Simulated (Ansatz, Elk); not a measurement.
## HAuS2: X-ray structure factors from the self-consistent density

The structure of HAuS2 used here is made up (a known structure type with other elements) and was relaxed beforehand with PBE. The aim is the Fourier transform of its all-electron density, F(hkl), set beside the sum over free spherical atoms that refinements use.

Program: Elk 11.2.3 (patched build). Level of theory: DFT, PBE, all-electron APW+lo, Dirac cores, scalar-relativistic bands, static density, no spin. Results are calculated unless marked as measured.

The structure was built from a prototype and need not be the compound's stable phase.

### Step 1. Set-up

It takes space group C2/m (No. 12, monoclinic). Conventional cell: a = 9.504 Å, b = 3.545 Å, c = 5.199 Å, α = 90.00°, β = 96.24°, γ = 90.00°. Nearest to Au lie 4 S at 2.37 Å. Nearest to S lie 1 H at 1.66 Å and 2 Au at 2.37 Å. Nearest to H lie 2 S at 1.66 Å. Farther neighbours and most contacts between anions are not listed.

### Step 2. Ground state and structure factors

An all-electron density is needed, since X-rays see the cores too. Task 0 finds the density and task 195 Fourier-transforms it; tshift is off so that phases refer to the origin typed.

File elk.in:

```
tasks
  0
  195

xctype
  20

spinpol
  .false.

rgkmax
  7.0

gmaxvr
  14.0

lmaxo
  7

lmaxapw
  8

swidth
  0.002

tshift
  .false.

ramdisk
  .false.

hmaxvr
  5.5

maxscl
  120

epspot
  1e-06

sppath
  './'

avec
  8.92703672998 -3.34950752884 0.97127368774
  8.92703672998 3.34950752884 0.97127368774
  0.00538263290 0.00000000000 9.82437153699

atoms
  3
  'Au.in'
  1
  0.5000000000 0.5000000000 0.0000000000   0.000000 0.000000 0.000000
  'S.in'
  2
  0.8978712373 0.8978712373 0.2601291704   0.000000 0.000000 0.000000
  0.1021287627 0.1021287627 0.7398708296   0.000000 0.000000 0.000000
  'H.in'
  1
  0.0000000000 0.0000000000 0.5000000000   0.000000 0.000000 0.000000

ngridk
  7 7 5
```

On the command line:

```console
OMP_NUM_THREADS=4 elk
```

Numbers of over 12 decimals in the logs are rounded to 6 here.

The log of the run:

```text
┌─────────────────────────┐
│ Elk code version 11.2.3 │
└─────────────────────────┘

All units are atomic (Hartree, Bohr, etc.)

┌─────────────────────────────────────────────────┐
│ Ground-state run starting from atomic densities │
└─────────────────────────────────────────────────┘

Lattice vectors :
   8.927036730      -3.349507529      0.9712736877
   8.927036730       3.349507529      0.9712736877
  0.5382632900E-02   0.000000000       9.824371537

Reciprocal lattice vectors :
  0.3519398466     -0.9379267330     -0.1928228172E-03
  0.3519398466      0.9379267330     -0.1928228172E-03
 -0.6958814849E-01  0.8526692753E-17  0.6395889906

Unit cell volume      :    587.4855168
Brillouin zone volume :   0.4222235380

Muffin-tin inner radius fraction :   0.1000000000E-01

Nuclei treated as point charges

Species : 1 (Au)
 parameters loaded from : Au.in
 name : gold
 nuclear charge    :   -79.00000000
 electronic charge :    79.00000000
 atomic mass :    359048.0562
 muffin-tin radius :    2.482362156
 number of radial points in muffin-tin :   1393
 inner part over the whole radius :   0.9919461649E-02
 number on inner part of muffin-tin    :    997
 approximate nuclear radius :   0.1033733540E-03
 number of mesh points to nuclear radius :    527
 atomic positions (lattice), magnetic fields (Cartesian) :
  1 :   0.50000000  0.50000000  0.00000000    0.00000000  0.00000000  0.00000000

Species : 2 (S)
 parameters loaded from : S.in
 name : sulphur
 nuclear charge    :   -16.00000000
 electronic charge :    16.00000000
 atomic mass :    58450.91931
 muffin-tin radius :    1.798619606
 number of radial points in muffin-tin :    793
 inner part over the whole radius :   0.9926294421E-02
 number on inner part of muffin-tin    :    551
 approximate nuclear radius :   0.6195814986E-04
 number of mesh points to nuclear radius :    254
 atomic positions (lattice), magnetic fields (Cartesian) :
  1 :  -0.10212876 -0.10212876  0.26012917    0.00000000  0.00000000  0.00000000
  2 :   0.10212876  0.10212876 -0.26012917    0.00000000  0.00000000  0.00000000

Species : 3 (H)
 parameters loaded from : H.in
 name : hydrogen
 nuclear charge    :   -1.000000000
 electronic charge :    1.000000000
 atomic mass :    1837.362221
 muffin-tin radius :    1.291033667
 number of radial points in muffin-tin :    393
 inner part over the whole radius :   0.9980193782E-02
 number on inner part of muffin-tin    :    258
 approximate nuclear radius :   0.2766748019E-04
 number of mesh points to nuclear radius :     78
 atomic positions (lattice), magnetic fields (Cartesian) :
  1 :   0.00000000  0.00000000  0.50000000    0.00000000  0.00000000  0.00000000

Total number of atoms per unit cell :    4
Total muffin-tin volume :    121.8337167
 ratio of muffin-tin to unit cell volume :   0.2073816515

Spin treatment :
 spin-unpolarised

Number of Bravais lattice symmetries :    4
Number of crystal symmetries         :    4
Crystal has inversion symmetry
Real symmetric eigensolver will be used

k-point grid :      7     7     5
k-point offset :    0.000000000       0.000000000       0.000000000
k-point set is reduced with full crystal symmetry group
Total number of k-points :       72

Muffin-tin radius times maximum |G+k| :    7.000000000
 using average radius
Maximum |G+k| for APW functions       :    3.798858560
Maximum (1/2)|G+k|²                   :    7.215663180
Maximum |G| for potential and density :    14.00000000
Constant for pseudocharge density :    9
 order of it for each species :   16  16  16
 order of it for pair densities of each species (exact exchange by exxq0 0: 17) :   16   9   4
Radial integration step length :    1

G-vector grid sizes :     45    45    45
Number of G-vectors :    27175

Maximum angular momentum used for
 APW functions            :    8
 outer part of muffin-tin :    7
 inner part of muffin-tin :    2

Total nuclear charge    :   -112.0000000
Total core charge       :    68.00000000
Total valence charge    :    44.00000000
[...]
from k-point 4 to k-point 50
Estimated direct band gap   :   0.6065851695E-01
 at k-point 51

Charges :
 core                        :    68.00000000
 valence                     :    44.00000000
 interstitial                :    7.924851379
 muffin-tins (core leakage)
  species : 1 (Au)
   atom 1                    :    76.65039723     (  0.5953195354E-03)
  species : 2 (S)
   atom 1                    :    13.35907172     (  0.1005651625E-02)
   atom 2                    :    13.35907172     (  0.1005651625E-02)
  species : 3 (H)
   atom 1                    :   0.7066079502     (   0.000000000    )
 total in muffin-tins        :    104.0751486
 total calculated charge     :    111.9984881
 total charge                :    112.0000000
 error                       :   0.1511931674E-02

RMS change in Kohn-Sham potential (target) :    34.81688208     (  0.1000000000E-05)
Absolute change in total energy (target)   :    3.348321786     (  0.1000000000E-03)

[... loops 3 to 19 left out ...]

┌──────────────────┐
│ Loop number : 20 │
└──────────────────┘

Energies :
 Fermi                       :     0.107669
 sum of occupied eigenvalues :     -12182.869284675
 electron kinetic            :      22690.239597935
 core electron kinetic       :      21779.472012931
 Coulomb                     :     -42120.074392723
 Coulomb potential           :     -34328.118511467
 nuclear-nuclear             :     -1209.5070154335
 electron-nuclear            :     -47507.700545149
 Hartree                     :      6597.1331678597
 Madelung                    :     -24956.015136989
 xc potential                :     -544.99037114354
 exchange                    :     -410.92157439389
 correlation                 :     -6.140090
 electron entropic           :    -0.18638036811924E-05
 total energy                :     -19846.896461183

Density of states at Fermi energy :   0.5178739409E-01
 (states/Hartree/unit cell)

Estimated indirect band gap :   0.2939342184E-01
 from k-point 9 to k-point 50
Estimated direct band gap   :   0.4587431211E-01
 at k-point 50

Charges :
 core                        :    68.00000000
 valence                     :    44.00000000
 interstitial                :    7.541096642
 muffin-tins (core leakage)
  species : 1 (Au)
[...]
species : 2 (S)
[...]
species : 3 (H)
   atom 1                    :   0.6606717811     (   0.000000000    )
 total in muffin-tins        :    104.4589034
 total calculated charge     :    111.9984892
 total charge                :    112.0000000
 error                       :   0.1510821255E-02

RMS change in Kohn-Sham potential (target) :   0.9820870108E-06 (  0.1000000000E-05)
Absolute change in total energy (target)   :   0.2468561433E-05 (  0.1000000000E-03)

Convergence targets achieved

┌──────────────────┐
│ Loop number : 21 │
└──────────────────┘

Energies :
 Fermi                       :     0.107669
 sum of occupied eigenvalues :     -12182.869284483
 electron kinetic            :      22690.239598233
 core electron kinetic       :      21779.472013018
 Coulomb                     :     -42120.074392781
 Coulomb potential           :     -34328.118511248
 nuclear-nuclear             :     -1209.5070154335
 electron-nuclear            :     -47507.700545476
 Hartree                     :      6597.1331681283
 Madelung                    :     -24956.015137157
 xc potential                :     -544.99037146755
 exchange                    :     -410.92157439736
 correlation                 :     -6.140090
 electron entropic           :    -0.18638040452830E-05
 total energy                :     -19846.896460947

Density of states at Fermi energy :   0.5178740556E-01
 (states/Hartree/unit cell)

Estimated indirect band gap :   0.2939342091E-01
 from k-point 9 to k-point 50
Estimated direct band gap   :   0.4587431125E-01
 at k-point 50

Charges :
 core                        :    68.00000000
 valence                     :    44.00000000
 interstitial                :    7.541096642
 muffin-tins (core leakage)
  species : 1 (Au)
   atom 1                    :    77.46079186     (  0.5397704217E-03)
  species : 2 (S)
   atom 1                    :    13.16871986     (  0.1003543343E-02)
   atom 2                    :    13.16871986     (  0.1003543343E-02)
  species : 3 (H)
   atom 1                    :   0.6606717806     (   0.000000000    )
 total in muffin-tins        :    104.4589034
 total calculated charge     :    111.9984892
 total charge                :    112.0000000
 error                       :   0.1510821318E-02

┌──────────────────────────────┐
│ Self-consistent loop stopped │
└──────────────────────────────┘

Warning : core states of species 1 leak from the muffin-tin :   0.5397704217E-03

Warning : core states of species 2 leak from the muffin-tin :   0.1003543343E-02

Wrote STATE.OUT
```

Wall time 54 s (4 threads of Intel Xeon Platinum 8559C (Emerald Rapids), shared host); peak memory 0.2 GiB.

SFACRHO.OUT:

```text

h k l indices transformed by vhmat matrix:
   1.000000000       0.000000000       0.000000000    
   0.000000000       1.000000000       0.000000000    
   0.000000000       0.000000000       1.000000000    

      h      k      l  multipl.   |H|            Re(F)            Im(F)           |F|

      0      0      0      1   0.0000000       112.00000      0.48108771E-15   112.00000    
      0      0      1      2  0.64336350       72.592607      0.40966482E-16   72.592607    
     -1     -1      0      2  0.70387980       83.296470      0.17279830E-13   83.296470    
     -1     -1     -1      2  0.90050357       96.294315      0.19344152E-13   96.294315    
      0     -1      0      4   1.0017825      -50.107816     -0.61315769E-14   50.107816    
     -1     -1      1      2   1.0039024       45.744676      0.18191907E-13   45.744676    
      0     -1     -1      4   1.1697250      -56.610936     -0.81960399E-14   56.610936    
     -1      0      1      4   1.2110793      -84.367536     -0.50316552E-14   84.367536    
      0      0      2      2   1.2867270       45.452636      0.60186843E-14   45.452636    
      1      1      2      2   1.3979270       57.893304     -0.15334335E-13   57.893304    
     -2     -2      0      2   1.4077596       48.479981      0.33534449E-13   48.479981    
     -2     -1      0      4   1.4122542      -73.080755      0.91658840E-13   73.080755    
      2      2      1      2   1.4828319       77.209853     -0.34713346E-13   77.209853    
      1      2      1      4   1.5035602      -45.255366     -0.92781072E-13   45.255366    
     -1     -1      2      2   1.5323271       61.670392      0.15145142E-13   61.670392    
     -2     -1      1      4   1.5987693      -82.774634     -0.19760871E-13   82.774634    
      0      1      2      4   1.6002431      -81.116613      0.12163250E-13   81.116613    
      2      2     -1      2   1.6101606       53.293057     -0.30757669E-13   53.293057
```

Elk indexes on the primitive cell of elk.in and gives |H| = 4π sin θ/λ in inverse bohr. Below, one row stands for each form hkl of the conventional cell (m members, Friedel mates merged), F is for one primitive cell and the density is static (no thermal factor). Free-atom factors are Waasmaier and Kirfel's, and R is Σm||F|−|F'||/Σm|F|.

| hkl | m | sin θ/λ (Å⁻¹) | abs F, DFT | neutral atoms | diff. |
| --- | --- | --- | --- | --- | --- |
| 001 | 2 | 0.097 | 72.593 | 72.752 | -0.160 |
| 200 | 2 | 0.106 | 83.296 | 83.490 | -0.194 |
| 2 0 -1 | 2 | 0.135 | 96.294 | 96.359 | -0.065 |
| 110 | 4 | 0.151 | 50.108 | 50.562 | -0.454 |
| 201 | 2 | 0.151 | 45.745 | 46.185 | -0.441 |
| 1 1 -1 | 4 | 0.176 | 56.611 | 56.927 | -0.316 |
| 111 | 4 | 0.182 | 84.368 | 84.323 | +0.045 |
| 002 | 2 | 0.194 | 45.453 | 45.910 | -0.457 |
| 2 0 -2 | 2 | 0.210 | 57.893 | 58.136 | -0.243 |
| 400 | 2 | 0.212 | 48.480 | 48.612 | -0.132 |
| 310 | 4 | 0.212 | 73.081 | 73.285 | -0.205 |
| 4 0 -1 | 2 | 0.223 | 77.210 | 77.513 | -0.303 |
| 3 1 -1 | 4 | 0.226 | 45.255 | 45.508 | -0.253 |
| 202 | 2 | 0.230 | 61.670 | 61.877 | -0.207 |

### Step 3. The highest occupied states alone

An energy window below the Fermi level keeps the highest occupied states, to see at which angles they scatter; shallow core shells can lie inside it and anion s states outside. No new self-consistency is needed.

elk.in: that of step 2 with these lines changed.

```diff
@@ -1,3 +1,2 @@
 tasks
-  0
   195
@@ -40,2 +39,5 @@
 
+wsfac
+  -0.443570 0.407670
+
 sppath
```

On the command line:

```console
OMP_NUM_THREADS=4 elk
```

The log of the run:

```text
┌─────────────────────────────────┐
│ Elk code version 11.2.3 started │
└─────────────────────────────────┘

Info(readinput): the functional depends on the density's gradient
 muffin-tin radial points multiplied by    2.00000
 (not where nrmtscf is given)

┌────────────────────┐
│ Current task : 195 │
└────────────────────┘
Info(checkmt): changed muffin-tin radius of species 1 (Au) from   2.8000 to   2.4824
Info(checkmt): changed muffin-tin radius of species 2 (S) from   2.2000 to   1.7986
Info(checkmt): changed muffin-tin radius of species 3 (H) from   1.4000 to   1.2910

Info(sfacrho): density structure factors written to SFACRHO.OUT

 Energy window :  -0.4435700000      0.4076700000

┌──────────────────┐
│ Elk code stopped │
└──────────────────┘
```

The job ended after 6.3 s (4 threads; peak memory 0.17 GiB).

States within 15 eV below the Fermi level hold 24.00 electrons; any levels below the window count with the cores. Their amplitudes can exceed the total, where window and core parts have opposite phase:

| hkl | sin θ/λ (Å⁻¹) | abs F, window | abs F, all |
| --- | --- | --- | --- |
| 001 | 0.097 | 7.108 | 72.593 |
| 200 | 0.106 | 11.222 | 83.296 |
| 2 0 -1 | 0.135 | 12.431 | 96.294 |
| 110 | 0.151 | 0.555 | 50.108 |
| 201 | 0.151 | 0.437 | 45.745 |
| 1 1 -1 | 0.176 | 2.997 | 56.611 |
| 111 | 0.182 | 8.239 | 84.368 |
| 002 | 0.194 | 0.922 | 45.453 |
| 2 0 -2 | 0.210 | 2.896 | 57.893 |
| 400 | 0.212 | 1.714 | 48.480 |

[end of part 1 of 2]

[Logs are printed without paths, hosts, clocks, repeated set-up lines and the standing remarks that a program may print on its own settings, such as how far it seeks lower states.]

[Hosts, paths, dates, database ids (printed as entryN), source tags and the programs' standing remarks are cut or masked in the printed files.]
